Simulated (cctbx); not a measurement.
**A crystallographic session in cctbx: Ba2SmNi3S7**

Library: cctbx 2025.11. The data are simulated by the first script.

## 1. Simulate the data

run.py:

```python
from cctbx import adptbx, crystal, miller, sgtbx, xray
from cctbx.array_family import flex
from iotbx.shelx import hklf
from scitbx import matrix
import scitbx.random

cs = crystal.symmetry(unit_cell=(4.628, 4.7, 13.766, 90, 90, 90), space_group_symbol='Hall: -P 2 2')  # Pmmm
atoms = [  # label, site, U (iso, or U11 U22 U33 U12 U13 U23 in A^2), occupancy
    ("Sm1", (0.5, 0, 0), (0.0082, 0.0068, 0.0067, 0.0000, 0.0000, 0.0000), 1),
    ("Ba1", (0.5, 0, 0.6849), (0.0057, 0.0088, 0.0071, 0.0000, 0.0000, 0.0000), 1),
    ("Ni1", (0, 0.5, 0.5), (0.0122, 0.0132, 0.0163, 0.0000, 0.0000, 0.0000), 1),
    ("Ni2", (0, 0.5, 0.8421), (0.0081, 0.0058, 0.0078, 0.0000, 0.0000, 0.0000), 1),
    ("S1", (0, 0.5, 0.6627), (0.0139, 0.0102, 0.0118, 0.0000, 0.0000, 0.0000), 1),
    ("S2", (0, 0, 0.8749), (0.0096, 0.0129, 0.0114, 0.0000, 0.0000, 0.0000), 1),
    ("S3", (0.5, 0.5, 0.8721), (0.0155, 0.0062, 0.0139, 0.0000, 0.0000, 0.0000), 1),
    ("S4", (0, 0, 0.5), (0.0129, 0.0102, 0.0114, 0.0000, 0.0000, 0.0000), 1),
]
xs = xray.structure(crystal_symmetry=cs)
for label, site, u, occ in atoms:
    u = adptbx.u_cif_as_u_star(cs.unit_cell(), u) if isinstance(u, tuple) else u
    xs.add_scatterer(xray.scatterer(label, site=site, u=u, occupancy=occ))
xs.set_inelastic_form_factors(0.56087, "sasaki")
xs.show_summary()
p1 = xs.expand_to_p1()
ms = miller.build_set(p1, anomalous_flag=True, d_min=1.1)
flex.set_random_seed(147576)
scitbx.random.set_random_seed(147576)
ms = ms.select(flex.random_double(ms.size()) < 0.5)
i = ms.structure_factors_from_scatterers(p1, algorithm="direct").f_calc().as_intensity_array().data()
i = i * 20000 / flex.max(i)
sig = flex.sqrt(i + flex.pow2(0.04 * i) + 8 ** 2)
noise = scitbx.random.variate(scitbx.random.normal_distribution())(i.size())
data = ms.array(data=i + sig * noise, sigmas=sig).set_observation_type_xray_intensity()
with open("data.hkl", "w") as f:
    data.export_as_shelx_hklf(f)
print("reflections written:", data.size(), " <I/sigma> = %.1f" % flex.mean(data.data() / data.sigmas()))
for h, a, b in list(data.sort("data"))[:12]:
    print("%4d%4d%4d %9.1f %7.1f" % (h + (a, b)))
```

```console
$ python run.py
```

```text
Number of scatterers: 8
At special positions: 8
Unit cell: (4.628, 4.7, 13.766, 90, 90, 90)
Space group: P m m m (No. 47)
reflections written: 481  <I/sigma> = 12.9
   0   2   0   20489.2   812.4
  -2   0   0   20443.8   799.3
   0  -2   0   19838.8   812.4
   2   2   0   14474.1   567.1
  -1   0   3   10991.4   442.7
  -1  -1   0    9405.6   369.6
   0  -1  -3    8912.5   348.9
   1  -1   0    8879.2   369.6
   4   0   0    8832.0   346.5
   0  -2   6    8708.4   345.2
   1   1   0    8678.0   369.6
  -2   0   6    8504.0   341.5
```

It took 0.22 s on 1 thread of Intel(R) Xeon(R) CPU @ 2.60GHz (Ice Lake), on a shared host, peak memory 0.07 GiB.

## 2. Refinement (right model)

run.py:

```python
import math
from cctbx import adptbx, crystal, maptbx, sgtbx, xray
from cctbx.array_family import flex
from cctbx.xray import observations
from iotbx.shelx import hklf
from scitbx.lstbx import normal_eqns_solving
from smtbx import absolute_structure, utils
from smtbx.refinement import constraints, least_squares

cs = crystal.symmetry(unit_cell=(4.628, 4.7, 13.766, 90, 90, 90), space_group_symbol='Hall: -P 2 2')  # Pmmm
atoms = [  # label, site, U (iso, or U11 U22 U33 U12 U13 U23 in A^2), occupancy
    ("Sm1", (0.5, 0, 0), 0.0200, 1),
    ("Ba1", (0.5, 0, 0.6859), 0.0200, 1),
    ("Ni1", (0, 0.5, 0.5), 0.0200, 1),
    ("Ni2", (0, 0.5, 0.8429), 0.0200, 1),
    ("S1", (0, 0.5, 0.6626), 0.0200, 1),
    ("S2", (0, 0, 0.876), 0.0200, 1),
    ("S3", (0.5, 0.5, 0.8691), 0.0200, 1),
    ("S4", (0, 0, 0.5), 0.0200, 1),
]
xs = xray.structure(crystal_symmetry=cs)
for label, site, u, occ in atoms:
    u = adptbx.u_cif_as_u_star(cs.unit_cell(), u) if isinstance(u, tuple) else u
    xs.add_scatterer(xray.scatterer(label, site=site, u=u, occupancy=occ))
xs.set_inelastic_form_factors(0.56087, "sasaki")
raw = hklf.reader(file_name="data.hkl").as_miller_arrays(crystal_symmetry=cs, anomalous=True)[0]
merged = raw.eliminate_sys_absent().merge_equivalents()
fo2 = merged.array().set_observation_type_xray_intensity()
print("Rint %.3f, %d unique reflections to %.2f A" % (merged.r_int(), fo2.size(), fo2.d_min()))
for sc in xs.scatterers():
    sc.flags.set_grad_site(True)
    sc.flags.set_grad_u_aniso(sc.flags.use_u_aniso())
    sc.flags.set_grad_u_iso(sc.flags.use_u_iso())
obs = fo2.as_xray_observations()
extra = {}
rep = constraints.reparametrisation(xs, [], utils.connectivity_table(xs), **extra)
ls = least_squares.crystallographic_ls(obs, rep, weighting_scheme=least_squares.mainstream_shelx_weighting(a=0, b=0))
print("cycle     R1     wR2    GooF  max shift (A)")
for cycle in range(8):
    ls.build_up()
    r1, wr2, goof = ls.r1_factor(cutoff_factor=2)[0], ls.wR2(), ls.goof()
    old = xs.sites_cart()
    normal_eqns_solving.levenberg_marquardt_iterations(ls, n_max_iterations=3, tau=1e-06, step_threshold=1e-7)
    big = flex.max((xs.sites_cart() - old).norms())
    print("%4d %7.4f %7.4f %7.3f %9.5f" % (cycle + 1, r1, wr2, goof, big))
    ls.build_up(objective_only=True)
    if abs(ls.wR2() - wr2) < 5e-5 and big < 5e-4:
        break
ls.build_up()
print("final R1 %.4f wR2 %.4f GooF %.3f  parameters %d  data/parameter %.1f" % (ls.r1_factor(cutoff_factor=2)[0], ls.wR2(), ls.goof(), ls.n_parameters, fo2.size() / ls.n_parameters))
cov = ls.covariance_matrix_and_annotations()
su = dict(zip(cov.annotations, (math.sqrt(max(v, 0)) for v in cov.matrix.matrix_packed_u_diagonal())))
a2 = cs.unit_cell().reciprocal_parameters()[0] ** -2
print("atom        x        y        z      Ueq    occ   su(xyz)  su(Uiso or U11)")
for sc in xs.scatterers():
    s = max(su.get(sc.label + k, 0) for k in (".x", ".y", ".z"))
    npd = "" if sc.is_positive_definite_u(cs.unit_cell()) else "  NPD"
    print("%-5s %8.5f %8.5f %8.5f %8.4f %6.3f %8.5f %7.4f%s" % ((sc.label,) + sc.site + (sc.u_iso_or_equiv(cs.unit_cell()), sc.occupancy, s, su.get(sc.label + ".uiso", su.get(sc.label + ".u11", 0) * a2), npd)))
fo = fo2.f_sq_as_f()
fc = fo.structure_factors_from_scatterers(xs, algorithm="direct").f_calc()
diff = fo.f_obs_minus_f_calc(1 / math.sqrt(ls.scale_factor()), fc).average_bijvoet_mates()
m = diff.fft_map(symmetry_flags=maptbx.use_space_group_symmetry, resolution_factor=0.25).apply_volume_scaling()
print("difference map: max %.2f min %.2f rms %.2f" % (m.statistics().max(), m.statistics().min(), m.statistics().sigma()))
peaks = m.peak_search(parameters=maptbx.peak_search_parameters(min_distance_sym_equiv=0.6, max_clusters=6)).all()
near = xs.closest_distances(peaks.sites(), distance_cutoff=4)
sps = cs.special_position_settings(min_distance_sym_equiv=0.5)
for k, (x, h) in enumerate(zip(peaks.sites(), peaks.heights())):
    ss = sps.site_symmetry(x)
    print("Q%-3d %7.4f %7.4f %7.4f %4d %7.2f  %.2f A from %s" % ((k + 1,) + tuple(t % 1 for t in ss.exact_site()) + (ss.multiplicity(), h, near.smallest_distances[k], xs.scatterers()[near.i_seqs[k]].label)))
```

```console
$ python run.py
```

```text
Rint 0.031, 159 unique reflections to 1.10 A
cycle     R1     wR2    GooF  max shift (A)
   1  0.0620  0.1483   3.853   0.04096
   2  0.0186  0.0447   1.160   0.00000
final R1 0.0186 wR2 0.0447 GooF 1.160  parameters 13  data/parameter 12.2
atom        x        y        z      Ueq    occ   su(xyz)  su(Uiso or U11)
Sm1    0.50000  0.00000  0.00000   0.0079  1.000  0.00000  0.0005
Ba1    0.50000  0.00000  0.68483   0.0080  1.000  0.00006  0.0005
Ni1    0.00000  0.50000  0.50000   0.0148  1.000  0.00000  0.0008
Ni2    0.00000  0.50000  0.84212   0.0071  1.000  0.00011  0.0006
S1     0.00000  0.50000  0.66333   0.0137  1.000  0.00024  0.0010
S2     0.00000  0.00000  0.87500   0.0118  1.000  0.00025  0.0009
S3     0.50000  0.50000  0.87208   0.0109  1.000  0.00025  0.0010
S4     0.00000  0.00000  0.50000   0.0102  1.000  0.00000  0.0013
difference map: max 0.74 min -0.55 rms 0.15
Q1    0.5000  0.0000  0.2166    2    0.75  1.36 A from Ba1
Q2    0.5000  0.5000  0.2037    2    0.71  1.04 A from S3
Q3    0.0000  0.5000  0.2636    2    0.56  1.01 A from S1
Q4    0.5000  0.5000  0.0000    1    0.50  1.76 A from S3
Q5    0.5000  0.0000  0.4480    2    0.49  1.83 A from Ba1
Q6    0.0000  0.0000  0.2918    2    0.48  2.30 A from S2
```

Time: 0.32 s.

## 3. Simulate the data

run.py, as its changes from the last script of this kind:

```diff
@@ -25 +25 @@
-ms = miller.build_set(p1, anomalous_flag=True, d_min=1.1)
+ms = miller.build_set(p1, anomalous_flag=True, d_min=0.84)
```

```console
$ python run.py
```

```text
Number of scatterers: 8
At special positions: 8
Unit cell: (4.628, 4.7, 13.766, 90, 90, 90)
Space group: P m m m (No. 47)
reflections written: 1063  <I/sigma> = 12.2
   0  -2   0   20804.9   812.4
  -2   0   0   19211.0   799.3
  -2   2   0   14018.6   567.1
   0   0  -6   11689.9   479.3
  -1   0   3   11152.6   442.7
  -1   0  -3   10683.2   442.7
  -1  -1   0    8973.6   369.6
   0  -4   0    8898.6   358.8
  -2   0   6    8831.0   341.5
   1  -1   0    8761.0   369.6
   0   1   3    8628.7   348.9
   0   4   0    8608.1   358.8
```

Time: 0.22 s.

## 4. Refinement (right model)

run.py, as its changes from the last script of this kind:

```diff
@@ -13 +13 @@
-    ("Ba1", (0.5, 0, 0.6859), 0.0200, 1),
+    ("Ba1", (0.5, 0, 0.6841), 0.0200, 1),
@@ -15,4 +15,4 @@
-    ("Ni2", (0, 0.5, 0.8429), 0.0200, 1),
-    ("S1", (0, 0.5, 0.6626), 0.0200, 1),
-    ("S2", (0, 0, 0.876), 0.0200, 1),
-    ("S3", (0.5, 0.5, 0.8691), 0.0200, 1),
+    ("Ni2", (0, 0.5, 0.8432), 0.0200, 1),
+    ("S1", (0, 0.5, 0.6637), 0.0200, 1),
+    ("S2", (0, 0, 0.8763), 0.0200, 1),
+    ("S3", (0.5, 0.5, 0.8717), 0.0200, 1),
@@ -25,0 +26 @@
+xs.convert_to_anisotropic()
```

```console
$ python run.py
```

```text
Rint 0.033, 339 unique reflections to 0.84 A
cycle     R1     wR2    GooF  max shift (A)
   1  0.0934  0.2011   5.052   0.02015
   2  0.0144  0.0366   0.920   0.00000
final R1 0.0144 wR2 0.0366 GooF 0.920  parameters 29  data/parameter 11.7
atom        x        y        z      Ueq    occ   su(xyz)  su(Uiso or U11)
Sm1    0.50000  0.00000  0.00000   0.0075  1.000  0.00000  0.0003
Ba1    0.50000  0.00000  0.68490   0.0073  1.000  0.00003  0.0002
Ni1    0.00000  0.50000  0.50000   0.0138  1.000  0.00000  0.0007
Ni2    0.00000  0.50000  0.84203   0.0074  1.000  0.00007  0.0004
S1     0.00000  0.50000  0.66281   0.0118  1.000  0.00014  0.0009
S2     0.00000  0.00000  0.87484   0.0118  1.000  0.00014  0.0008
S3     0.50000  0.50000  0.87190   0.0120  1.000  0.00014  0.0009
S4     0.00000  0.00000  0.50000   0.0117  1.000  0.00000  0.0013
difference map: max 1.17 min -0.89 rms 0.20
Q1    0.5000  0.5000  0.0338    2    1.19  1.30 A from S3
Q2    0.3203  0.5000  0.4012    4    0.78  1.72 A from S1
Q3    0.1867  0.5000  0.1060    4    0.72  1.12 A from Ni2
Q4    0.0000  0.2973  0.0779    4    0.71  1.46 A from Ni2
Q5    0.0000  0.5000  0.0000    1    0.64  2.17 A from Ni2
Q6    0.1559  0.2993  0.0000    4    0.64  2.12 A from Sm1
```

Time: 0.32 s.

## 5. Simulate the data

run.py, as its changes from the last script of this kind:

```diff
@@ -25 +25 @@
-ms = miller.build_set(p1, anomalous_flag=True, d_min=0.84)
+ms = miller.build_set(p1, anomalous_flag=True, d_min=0.6)
```

```console
$ python run.py
```

```text
Number of scatterers: 8
At special positions: 8
Unit cell: (4.628, 4.7, 13.766, 90, 90, 90)
Space group: P m m m (No. 47)
reflections written: 2927  <I/sigma> = 10.2
   0  -2   0   20757.0   812.4
   2   0   0   19866.7   799.3
  -2   0   0   18658.0   799.3
   0   0   6   12494.2   479.3
  -1   0  -3   11070.0   442.7
   1   0   3   10957.9   442.7
  -1   0   3   10657.6   442.7
  -1   1   0    9169.6   369.6
  -1  -1   0    8947.5   369.6
   1   1   0    8891.7   369.6
   0   2  -6    8644.5   345.2
  -4   0   0    8418.2   346.5
```

Time: 0.23 s.

## 6. Refinement (right model)

run.py, as its changes from the last script of this kind:

```diff
@@ -13 +13 @@
-    ("Ba1", (0.5, 0, 0.6841), 0.0200, 1),
+    ("Ba1", (0.5, 0, 0.6866), 0.0200, 1),
@@ -15,4 +15,4 @@
-    ("Ni2", (0, 0.5, 0.8432), 0.0200, 1),
-    ("S1", (0, 0.5, 0.6637), 0.0200, 1),
-    ("S2", (0, 0, 0.8763), 0.0200, 1),
-    ("S3", (0.5, 0.5, 0.8717), 0.0200, 1),
+    ("Ni2", (0, 0.5, 0.8445), 0.0200, 1),
+    ("S1", (0, 0.5, 0.6614), 0.0200, 1),
+    ("S2", (0, 0, 0.8739), 0.0200, 1),
+    ("S3", (0.5, 0.5, 0.8737), 0.0200, 1),
```

```console
$ python run.py
```

```text
Rint 0.039, 859 unique reflections to 0.60 A
cycle     R1     wR2    GooF  max shift (A)
   1  0.1858  0.3857   8.575   0.03357
   2  0.0188  0.0415   0.923   0.00000
final R1 0.0188 wR2 0.0415 GooF 0.923  parameters 29  data/parameter 29.6
atom        x        y        z      Ueq    occ   su(xyz)  su(Uiso or U11)
Sm1    0.50000  0.00000  0.00000   0.0071  1.000  0.00000  0.0001
Ba1    0.50000  0.00000  0.68490   0.0072  1.000  0.00002  0.0001
Ni1    0.00000  0.50000  0.50000   0.0137  1.000  0.00000  0.0003
Ni2    0.00000  0.50000  0.84206   0.0072  1.000  0.00004  0.0002
S1     0.00000  0.50000  0.66286   0.0119  1.000  0.00008  0.0004
S2     0.00000  0.00000  0.87478   0.0112  1.000  0.00008  0.0004
S3     0.50000  0.50000  0.87208   0.0119  1.000  0.00008  0.0004
S4     0.00000  0.00000  0.50000   0.0113  1.000  0.00000  0.0006
difference map: max 1.46 min -1.24 rms 0.28
Q1    0.5000  0.5000  0.0000    1    1.46  1.76 A from S3
Q2    0.0000  0.0000  0.4698    2    1.40  0.42 A from S4
Q3    0.0942  0.0000  0.2039    4    1.29  1.17 A from S2
Q4    0.5000  0.0000  0.0000    1    1.21  0.00 A from Sm1
Q5    0.2385  0.0880  0.4516    8    1.06  1.35 A from S4
Q6    0.0891  0.0000  0.3034    4    1.04  1.91 A from Ba1
```

Run time: 0.33 s on 1 thread of Intel(R) Xeon(R) CPU @ 2.60GHz (Ice Lake), on a shared host, peak memory 0.09 GiB.

[Logs are printed without paths, hosts, clocks, repeated set-up lines and the standing remarks that a program may print on its own settings, such as how far it seeks lower states.]
